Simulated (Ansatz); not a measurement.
## Optical response of CaO (Lime)

Aim: the dielectric function of CaO (Lime), and the optical constants that follow from it.

Main program and level: Ansatz 0.2.0; DFT, PBE, plane-wave PAW, default files, scalar-relativistic, independent-particle optical response without local fields.

### Step 1. The structure

The structure is cubic, space group Fm-3m (No. 225). The conventional cell has a = 4.813 Å, b = 4.813 Å, c = 4.813 Å, α = 90.00°, β = 90.00°, γ = 90.00°. Ca has 6 O at 2.41 Å nearest. Nearest to O lie 6 Ca at 2.41 Å. Farther neighbours, and contacts between anions beyond the nearest, are not listed.

As a file:

```cif
data_structure
_symmetry_space_group_name_H-M 'Fm-3m'
_symmetry_Int_Tables_number 225
_cell_length_a 4.8130
_cell_length_b 4.8130
_cell_length_c 4.8130
_cell_angle_alpha 90.000
_cell_angle_beta 90.000
_cell_angle_gamma 90.000
_cell_volume 111.49
loop_
_atom_site_label
_atom_site_type_symbol
_atom_site_symmetry_multiplicity
_atom_site_Wyckoff_symbol
_atom_site_fract_x
_atom_site_fract_y
_atom_site_fract_z
_atom_site_occupancy
Ca1 Ca 4 a 0.00000 0.00000 0.00000 1
O1 O 4 b 0.50000 0.00000 0.00000 1
```

### Step 2. Ground state and bands

First the ground state: is it a metal or has it a gap?

This step: DFT, PBE, plane-wave PAW, default files, scalar-relativistic, ground state (Ansatz 0.2.0).

input.yaml reads:

```yaml
crystal:
  lattice:
    - [0.0, 2.4065, 2.4065]
    - [2.4065, 0.0, 2.4065]
    - [2.4065, 2.4065, 0.0]
  atoms:
    - { symbol: Ca, position: [0.0, 0.0, 0.0] }
    - { symbol: O, position: [0.5, 0.5, 0.5] }
kpoints:
  mp_grid: { grid: [8, 8, 8] }
  band_path:
    path:
      - [[0.0, 0.0, 0.0], [0.5, 0.0, 0.5], [0.5, 0.25, 0.75], [0.375, 0.375, 0.75], [0.0, 0.0, 0.0], [0.5, 0.5, 0.5], [0.625, 0.25, 0.625], [0.5, 0.25, 0.75], [0.5, 0.5, 0.5], [0.375, 0.375, 0.75]]
      - [[0.625, 0.25, 0.625], [0.5, 0.0, 0.5]]
    npoints: 6
scf:
  occupations: { method: fermi_dirac, width: 0.05 }
  n_extra_bands: 6
hamiltonian:
  xc: pbe
  pseudopotentials: { kind: paw }
output:
  forces: true
  stress: true
  populations: true
  write_bands: true
  write_density: true
  write_potential: true
  elf: true
  volumetric_format: npy
```

The run is started by

```console
> ansatz run input.yaml --threads 4 --pin off --max-ram 8192MiB --backend cpu --events-out ev --progress --plain --runs-dir out
```

Log:

```text
scf.n_extra_bands = 6 over 8 filled bands (N_el = 16.0): the run solves 14 bands
Engine: ansatz 0.2.0, x86_64-unknown-linux-gnu
Pseudopotentials: kind: paw
Pseudopotential: Ca, paw, valence charge 10, recommended cutoff 420 eV (normal), Ca.paw.azcp
Pseudopotential: O, paw, valence charge 6, recommended cutoff 420 eV (normal), O.paw.azcp
Functional definition: PBE
  parameter kappa = 0.804
  parameter beta = 0.066725
  exchange = pbe_x(kappa = kappa, mu = beta*pi^2/3)
  correlation = pbe_c(beta = beta)
Crystal: 2 atoms, lattice volume = 27.873 Å³
Basis set: ecut = 420 eV, 537 PW (Γ), exchange–correlation on 48×48×48 points (8 copies of the dense FFT grid, shifted against one another)
Bands: 14, of which v1, the nominal top of the filled ones, is band 8 counted from 1 (7 counted from 0)
Symmetry: 48 space group operations
Space group: Fm-3m (ITA 225), of the structure as read, at distance tolerance 3.0e-5 Å
k-points: 29 of 512
Non-local potential: Ca, projectors of the file, l = 0: 3, l = 1: 2, l = 2: 2
Non-local potential: O, projectors of the file, l = 0: 2, l = 1: 2, l = 2: 1
PAW form: soft (Blöchl's): semilocal exchange-correlation on the pseudo side does not see the compensation charge
PAW one-centre angular grid: Ca, 110 points (default); XC on 64 Gauss nodes
PAW one-centre angular grid: O, 110 points (default); XC on 64 Gauss nodes
Initial density: superposition of atomic densities (neutral atoms: chi_scale 0, normalization atom), corrected by the library's trained network
Initial wavefunctions: pseudopotential atomic-orbital guess
Functional: x = pbe(κ = 0.804, μ = 0.219515), c = pbe(β = 0.066725)
SCF iter   1: F=—  HF=-2387.721593 eV  |F-HF|=—  |Δ(HF+E_count)|=         —  Δρ=9.69e-4  dr2=2.10e-4  ethr=1.77e-3  ⟨swp⟩=7.8  Hψ=2814  notcnv=0  defer=5
preconditioner: auto → none  [insulator: Δε(μ)=3.654 eV  Ē_g=19.046 eV  σ=0.050 eV  W_gap=1.00  n_scr=8 (ndim 8)  ℏωp=26.3 eV  f_vac=0.000  D(μ)=0.00/eV (n_scr^D=0)  ε∞_Penn≈2.9]
SCF iter   2: F=—  HF=-2387.721725 eV  |F-HF|=—  |Δ(HF+E_count)|=   1.32e-4  Δρ=8.24e-4  dr2=1.93e-4  ethr=1.32e-6  ⟨swp⟩=2.1  Hψ=845  notcnv=0  defer=10
SCF iter   3: F=—  HF=-2387.721707 eV  |F-HF|=—  |Δ(HF+E_count)|=   1.83e-5  Δρ=4.81e-4  dr2=6.60e-5  ethr=1.20e-6  ⟨swp⟩=1.0  Hψ=364  notcnv=0  defer=10
SCF iter   4: F=—  HF=-2387.721708 eV  |F-HF|=—  |Δ(HF+E_count)|=   1.15e-6  Δρ=3.01e-4  dr2=1.89e-5  ethr=4.13e-7  ⟨swp⟩=1.0  Hψ=365  notcnv=0  defer=10
SCF iter   5: F=—  HF=-2387.721715 eV  |F-HF|=—  |Δ(HF+E_count)|=   6.80e-6  Δρ=2.15e-4  dr2=3.06e-6  ethr=1.18e-7  ⟨swp⟩=2.0  Hψ=451  notcnv=0  defer=10
SCF iter   6: F=—  HF=-2387.721796 eV  |F-HF|=—  |Δ(HF+E_count)|=   8.08e-5  Δρ=7.31e-4  dr2=1.56e-4  ethr=1.91e-8  ⟨swp⟩=2.6  Hψ=643  notcnv=0  defer=10  recentre
SCF iter   7: F=—  HF=-2387.721772 eV  |F-HF|=—  |Δ(HF+E_count)|=   2.39e-5  Δρ=3.94e-4  dr2=4.67e-5  ethr=1.91e-8  ⟨swp⟩=3.0  Hψ=595  notcnv=0  defer=10
SCF iter   8: F=—  HF=-2387.721765 eV  |F-HF|=—  |Δ(HF+E_count)|=   7.21e-6  Δρ=2.29e-4  dr2=1.59e-5  ethr=1.91e-8  ⟨swp⟩=2.0  Hψ=474  notcnv=0  defer=10
SCF iter   9: F=—  HF=-2387.721762 eV  |F-HF|=—  |Δ(HF+E_count)|=   2.55e-6  Δρ=1.29e-4  dr2=5.10e-6  ethr=1.91e-8  ⟨swp⟩=2.0  Hψ=448  notcnv=0  defer=10
SCF iter  10: F=-2387.721761 eV  HF=-2387.721761 eV  |F-HF|=2.79e-10  |Δ(HF+E_count)|=   1.21e-6  Δρ=1.16e-6  dr2=3.41e-10  ethr=6.25e-10  ⟨swp⟩=8.9  Hψ=2514  notcnv=0
SCF 1 converged in 10 iterations: F = -2387.721761 eV  dr2 = 3.41e-10
  greatest PAW one-centre occupation: 0.995 electrons in one spin orbital (limit 2), on the Ca atom at site 0 (counted from 0), in its partial waves of l = 0
NSCF: frozen V_eff on 62 k-points
SCF converged after 10 iterations
Free energy (F): -2387.721761 eV
Harris-Foulkes:  -2387.721761 eV  (|F-HF|=2.79e-10)
Internal energy: -2387.721761 eV  (E = F + TS)
E sigma→0 (E₀):  -2387.721761 eV
Fermi energy:    9.486721 eV
--- Per-component energies (eV) ---
  E_band       = -101.741010
  E_kinetic    = 456.074716
  E_local      = -893.739893  (includes V_loc(G=0)·N_el)
  E_nonlocal   = 111.485564
  E_hartree    = 296.406909
  E_xc         = -213.277656
  E_vxc        = -268.332579  (∫ρ·V_xc dr)
  E_paw        = -1016.293934  (= ΣΔE_a)
  E_vpaw       = -100.044676  (= ΣTr[D̂ρ^β])
  E_aug_tail   = 0.002430  (compensation charges beyond the density's cutoff)
  E_ewald      = -1128.379897
  E_smearing   = -0.000000  (= −TS)
  E_closure    = 0.000000  (closes the sum)
  Σ components = -2387.721761   (vs F -2387.721761, Δ=0.00e0)
--- Forces (eV/Å), atoms counted from 1 ---
  atom   1  Ca    -0.00000000     0.00000000    -0.00000000
  atom   2  O      0.00000000    -0.00000000    -0.00000000
  max |Σ_I F_I| component: 2.14e-29 eV/Å
--- Stress (GPa, compression-positive) ---
        1.199388      -0.000000       0.000000
       -0.000000       1.199388      -0.000000
        0.000000       0.000000       1.199388
  P = ⅓ Tr σ = 1.1994 GPa (11.994 kbar)
--- Band table (eV; the first three rows and the last of 29) ---
  k-point 0: bands = [... 4 lower, -7.8595, 7.6489, 7.6489, 7.6489, 12.3462, 13.8763, 13.8763, 13.8763, ... 2 higher]
  k-point 1: bands = [... 4 lower, -7.6446, 7.1188, 7.4422, 7.4422, 13.0277, 13.8350, 14.1376, 14.1376, ... 2 higher]
  k-point 2: bands = [... 4 lower, -7.2061, 6.1278, 6.9986, 6.9986, 13.8988, 14.4838, 14.8233, 14.8233, ... 2 higher]
  k-point 28: bands = [... 4 lower, -7.2473, 6.3783, 6.5944, 6.5944, 13.9581, 13.9581, 16.0110, 17.1625, ... 2 higher]
--- Löwdin populations: 2 sites ---
  site symbol       q [e]
     0     Ca      8.3542
     1      O      7.3316
  spilling = 0.019636 (of n_electrons = 16.000000)
```

Run time: 1.8 s. Hardware: 4 threads of Intel Xeon Platinum 8488C (Sapphire Rapids), shared host; peak memory 0.34 GiB.

This step gave:

```
free energy                  : -2387.7218 eV
Fermi energy                 : 9.487 eV
gap by band count            : 3.656 eV
electrons                    : 16
symmetry operations          : 48
pressure                     : 1.199 GPa
gap on the k-mesh            : 3.656 eV
volume                       : 27.87 Å³
gap on the path              : 3.656 eV
least direct gap on the path : 4.030 eV
```

There is a gap, 3.66 eV on the path, so no carriers' term is needed. The cell is left with a pressure of 1.2 GPa, as it stands unrelaxed at this level.

The electronic bands at the labelled points (eV, zero at the Fermi level; v1 is the highest filled band, c1 the lowest empty one):

```tsv
point	v3	v2	v1	c1	c2	c3	c4
Γ	-1.84	-1.84	-1.84	2.86	4.39	4.39	4.39
halfway	-3.50	-2.13	-2.13	2.88	4.75	6.21	6.21
X	-3.14	-2.21	-2.21	1.82	6.18	7.04	7.67
halfway	-3.09	-2.68	-2.50	2.64	6.41	6.45	7.55
W	-3.11	-2.89	-2.89	4.47	4.47	6.52	7.68
halfway	-3.14	-3.01	-2.71	3.63	5.49	6.60	7.50
K	-3.17	-3.04	-2.61	3.30	6.14	6.70	7.19
halfway	-3.63	-2.76	-2.39	4.26	5.18	5.36	6.18
Γ	-1.84	-1.84	-1.84	2.86	4.39	4.39	4.39
halfway	-3.36	-2.49	-2.49	4.41	5.00	5.34	5.34
L	-4.45	-3.02	-3.02	5.20	6.50	6.50	6.64
halfway	-4.00	-2.98	-2.89	4.71	5.49	6.69	7.18
U	-3.17	-3.04	-2.61	3.30	6.14	6.70	7.19
halfway	-3.14	-3.01	-2.71	3.63	5.49	6.60	7.50
W	-3.11	-2.89	-2.89	4.47	4.47	6.52	7.68
halfway	-3.87	-2.96	-2.88	4.90	4.98	6.90	7.07
L	-4.45	-3.02	-3.02	5.20	6.50	6.50	6.64
halfway	-4.00	-2.98	-2.89	4.71	5.49	6.69	7.18
K	-3.17	-3.04	-2.61	3.30	6.14	6.70	7.19
jump to U	-3.17	-3.04	-2.61	3.30	6.14	6.70	7.19
halfway	-3.12	-2.53	-2.34	2.25	6.37	7.08	7.29
X	-3.14	-2.21	-2.21	1.82	6.18	7.04	7.67
```

The electronic bands as a text plot (rows in eV, shown from -4.5 to 5.9 only):

```
    5.7 |+    ++    +  +          +    +   ++++ +         +++
    5.2 |  ++        +    ++++++      + ++++     +    +++++
    4.8 | +  +        +    ++  +++  ++++    +       ++     +
    4.4 |+                +  ++++++++++      +    ++        +
    3.9 | +++        ++             ++        +  +
    3.5 |  ++          +++      ++             ++            +
    3.1 | +  +      +              +                          +
    2.7 |+                        +
    2.2 |     ++   +                                           +
    1.8 |       +++                                             +
    1.4 |
    0.9 |
    0.5 |
    0.1 |
   -0.4 |
   -0.8 |
   -1.2 |
   -1.7 |*                        *
   -2.1 | *********            *** ***                          *
   -2.5 |          **  *** *****    ***       ***            ***
   -2.9 |  **    ***************       **************************
   -3.4 |    ****       **            *       **   **        *
   -3.8 |                 *****        *    **       *     **
   -4.2 |                               ****          *****
         Γ       X    W  K        Γ      L     U  W     L   K|U X
```

Electrostatic potential energy in the ac plane of the conventional cell at fractional y = 0.000, with atoms of Ca and O within 0.2 Å of it. With pseudopotentials it is smooth inside the atoms' cores, unlike the true potential.

Ten even steps from '0' (-53 eV) to '9' (11 eV), each cell a mean:
```
02699732599840
45899977899874
88999999999998
99999988899999
79998754689998
25998400269973
14897300169962
47998521479985
99999866789999
99999999999999
67899999999987
24799854799852
01699621499730
```

Valence density in the ac plane of the conventional cell at fractional y = 0.000, with atoms of Ca and O within 0.2 Å of it. It is the smooth field of the valence electrons, not physical close to the nuclei.

Ten even steps from '_' (0.1 e/Å³) to '@' (6.8 e/Å³), each cell a mean:
```
%%++..____::**%%==..____--##
--..________::::..______..::
____________________________
____________________________
::..______..::--..________..
##--______--**%%==..____::**
@@++..____--%%@@**..____::%%
++::______::++++--______..==
..__________....____________
____________________________
..________________________..
++--______..--==::______..==
@@**..____::%%@@++..____--%%
```

### Step 3. Spectrum

With the density converged, the vertical transitions are summed over the zone.

This step: DFT, PBE, plane-wave PAW, default files, scalar-relativistic, independent-particle optical response without local fields (Ansatz 0.2.0).

input.yaml, the sections that differ from step 2:

```yaml
kpoints:
  mp_grid: { grid: [8, 8, 8] }
scf:
  occupations: { method: fixed }
output:
  optics:
    e_range: [0, 22]
    de: 0.05
    sigma: 0.15
    nscf_kmesh: { grid: [12, 12, 12] }
    bands: { spectra_wanted_up_to: 22 }
# crystal, hamiltonian: as in step 2
```

Log:

```text
[...]
Crystal: 2 atoms, lattice volume = 27.873 Å³
Basis set: ecut = 420 eV, 537 PW (Γ)
Bands: 12, of which v1, the nominal top of the filled ones, is band 8 counted from 1 (7 counted from 0)
Symmetry: 48 space group operations
[...]
k-points: 29 of 512
[...]
SCF iter   1: F=—  HF=-2387.721865 eV  |F-HF|=—  |Δ(HF+E_count)|=         —  Δρ=1.16e-3  dr2=3.16e-4  ethr=1.77e-3  ⟨swp⟩=4.7  Hψ=2023  notcnv=0  defer=6
[...]
SCF iter  10: F=-2387.721763 eV  HF=-2387.721763 eV  |F-HF|=0.00e0  |Δ(HF+E_count)|=  1.95e-10  Δρ=2.56e-8  dr2=1.43e-13  ethr=1.00e-12  ⟨swp⟩=2.2  Hψ=1085  notcnv=0
SCF 1 converged in 10 iterations: F = -2387.721763 eV  dr2 = 1.43e-13
[...]
NSCF: frozen V_eff on 72 k-points
[...]
output.optics: what the bands over the 26 summed would add to eps1, eps2 and the energy-loss function is held between a lower and an upper bound (6 Lanczos steps). eps1, eps2 and their loss function (loss_summed_bands) are given on every row as the summed bands alone make them. Along an axis, on a row where the two bounds hold the loss function to about 1 % of the greater of itself and 0.5 % of |1/eps|, its cell (loss_completed) is given, with the completed eps1 and eps2 that it is formed of (a cell that is left empty reads nan in the table and null in the record). The two bounds hold it so along every axis on all 441 rows up to 22.000 eV. [rest of the remark cut]
SCF converged after 10 iterations
Free energy (F): -2387.721763 eV
[...]
Internal energy: -2387.721763 eV  (E = F + TS)
E sigma→0 (E₀):  -2387.721763 eV
Fermi energy:    7.648918 eV
[...]
--- Band table (eV; the first three rows and the last of 29) ---
  k-point 0: bands = [... 4 lower, -7.8595, 7.6489, 7.6489, 7.6489, 12.3462, 13.8763, 13.8763, 13.8763]
  k-point 1: bands = [... 4 lower, -7.6446, 7.1188, 7.4422, 7.4422, 13.0277, 13.8350, 14.1376, 14.1376]
  k-point 2: bands = [... 4 lower, -7.2060, 6.1279, 6.9986, 6.9986, 13.8988, 14.4838, 14.8233, 14.8233]
  k-point 28: bands = [... 4 lower, -7.2473, 6.3783, 6.5945, 6.5945, 13.9582, 13.9582, 16.0109, 17.1625]
```

Wall time 4 s (4 threads); peak memory 0.63 GiB; 13 s of CPU time.

This step gave:

```
electronic dielectric constant ε∞, mean of the axes                                   : 3.919
absorption onset, first axis (α over 10⁴ cm⁻¹, or the direct gap if that lies higher) : 4.030 eV
main peak of Im epsilon, first axis                                                   : 9.514 eV
centre of weight of the strongest loss peak in the window                             : 12.06 eV
least direct gap on the mesh                                                          : 4.030 eV
bands summed                                                                          : 26
spectra valid up to                                                                   : 27.49 eV
program's estimate of the k-sum error in Im epsilon                                   : 0.13 %
electrons in the f-sum                                                                : 10.61
```

The Im ε, any direction has structure finer than the step of the table below, so its rows give means over 1 eV. Peaks (eV: height): 8.4: 6.01, 9.5: 7.28, 14.9: 1.99.

Im ε, any direction against photon energy; means over each step:

```tsv
photon energy (eV)	Im ε, any direction
3	0
4	0.514
5	2.20
6	3.16
7	3.33
8	4.86
9	5.56
10	4.72
11	1.61
12	0.400
13	0.378
14	0.397
15	1.46
16	1.18
17	1.02
18	0.864
19	0.945
20	0.557
21	0.529
```

Table of Re ε, any direction by photon energy:

```tsv
photon energy (eV)	Re ε, any direction
0	3.92
1	3.97
2	4.13
3	4.50
4	5.83
5	5.57
6	4.84
7	4.07
8	4.54
9	2.49
10	-2.27
11	-1.61
12	-0.0374
13	0.719
14	1.40
15	1.38
16	1.00
17	0.912
18	1.14
19	0.715
20	1.09
21	1.34
22	1.75
```

The reflectivity at normal incidence, any direction has structure finer than the step of the table below, so its rows give means over 1 eV. Peaks (eV: height): 11.4: 59.5, 14.9: 10.4.

Reflectivity at normal incidence, any direction against photon energy; means over each step:

photon energy (eV), reflectivity at normal incidence, any direction (%) and a bar:
```
        1       11.0 ######
        2       11.6 ######
        3       13.0 #######
        4       16.7 #########
        5       18.5 ###########
        6       18.9 ###########
        7       18.4 ###########
        8       23.6 ##############
        9       26.8 ################
       10       42.6 ##########################
       11       49.7 ##############################
       12       27.6 ################
       13        2.2 
       14        1.5 
       15        8.1 ####
       16        6.0 ###
       17        5.1 ##
       18        3.6 #
       19        5.0 ##
       20        1.7 
       21        1.7
```

Refractive index n and extinction k against photon energy:

```tsv
photon energy (eV)	n	k
0.0	1.98	0
0.5	1.98	0
1.0	1.99	0
1.5	2.01	0
2.0	2.03	0
2.5	2.07	0
3.0	2.12	0
3.5	2.21	0
4.0	2.42	0.0506
4.5	2.43	0.308
5.0	2.41	0.471
5.5	2.35	0.583
6.0	2.31	0.695
6.5	2.18	0.759
7.0	2.16	0.766
7.5	2.20	0.790
8.0	2.37	1.05
8.5	2.07	1.43
9.0	1.95	1.15
9.5	1.98	1.84
10.0	1.17	1.91
10.5	0.839	1.51
11.0	0.570	1.39
11.5	0.258	0.955
12.0	0.422	0.464
12.5	0.700	0.278
13.0	0.876	0.222
13.5	1.01	0.164
14.0	1.20	0.170
14.5	1.41	0.190
15.0	1.37	0.704
15.5	1.14	0.590
16.0	1.12	0.508
16.5	1.13	0.519
17.0	1.06	0.470
17.5	1.06	0.425
18.0	1.12	0.321
18.5	1.24	0.519
19.0	0.959	0.452
19.5	1.02	0.313
20.0	1.07	0.254
20.5	1.14	0.226
21.0	1.18	0.240
21.5	1.22	0.183
22.0	1.33	0.187
```

Values under 1 per cm are given as 1. Absorption coefficient, any direction against photon energy:

photon energy (eV), log10 absorption coefficient, any direction (1/cm) and a bar:
```
     0.00        0.0 
     1.00        0.0 
     2.00        0.0 
     3.00        0.0 
     4.00        4.3 #####################
     5.00        5.4 ##########################
     6.00        5.6 ###########################
     7.00        5.7 ###########################
     8.00        5.9 ############################
     9.00        6.0 #############################
    10.00        6.3 ##############################
    11.00        6.2 ##############################
    12.00        5.8 ###########################
    13.00        5.5 ##########################
    14.00        5.4 ##########################
    15.00        6.0 #############################
    16.00        5.9 ############################
    17.00        5.9 ############################
    18.00        5.8 ############################
    19.00        5.9 ############################
    20.00        5.7 ###########################
    21.00        5.7 ###########################
    22.00        5.6 ###########################
```

(Continued in part 2 of 2.)

[Long decimals in the printed logs are rounded to 6 places.]

[Logs are printed without paths, hosts, clocks, repeated set-up lines and the standing remarks that a program may print on its own settings, such as how far it seeks lower states.]

[Hosts, paths, dates, database ids (printed as entryN), source tags and the programs' standing remarks are cut or masked in the printed files.]

[Where the starting crystal was built by hand or by swapping elements, it need not be the compound's stable phase.]

[The count of steps not shown may lack steps that the program refused or didn't finish.]
